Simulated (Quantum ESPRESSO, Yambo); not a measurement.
An input for Yambo 5.3.0 (InF3 (R-3c)):

```
HF_and_locXC
gw0
dyson
ppa
em1d
rim_cut
RandQpts= 1000000
RandGvec= 1 RL
EXXRLvcs= 80 Ry
VXCRLvcs= 320 Ry
Chimod= "HARTREE"
% BndsRnXp
 1 | 133 |
%
NGsBlkXp= 7 Ry
% LongDrXp
 1 | 1 | 1 |
%
% GbndRnge
 1 | 133 |
%
DysSolver= "n"
ExtendOut
PPAPntXp= 10 eV
% QPkrange
 7 | 7 | 41 | 44 |
 1 | 1 | 41 | 44 |
%
```

```sh
OMP_NUM_THREADS=2 mpirun -n 2 yambo -F gw7.in -J gw7 -C gw7 > gw7.log
```

The stored states that it reads are on a 4×4×4 mesh. The structure is trigonal, space group R-3c (No. 167). Conventional cell: a = 5.204 Å, b = 5.204 Å, c = 14.723 Å, α = 90.00°, β = 90.00°, γ = 120.00°. Nearest to In lie 6 F at 2.08 Å. F has 2 In at 2.08 Å nearest. Farther neighbours and most contacts between anions are not listed.

Estimate wall time and host memory on 2 MPI ranks of Arm Neoverse V2, shared host.

It took 11 min; on shared hardware allow 5.5 min to 22 min. Peak host memory was 3.2 GiB.

The screening grows as filled bands × empty bands × pairs of k points, times the square of the screening basis for the matrix.

[Paths, hosts, dates, memory and timing lines, banners, echoed tables and standing remarks are left out of the program output.]

[Logs are printed without paths, hosts, clocks, repeated set-up lines and the standing remarks that a program may print on its own settings, such as how far it seeks lower states.]

[Runs of the session that timed out or met a known fault of the program may be left out.]

[Hosts, paths, dates, database ids (printed as entryN), source tags and the programs' standing remarks are cut or masked in the printed files.]
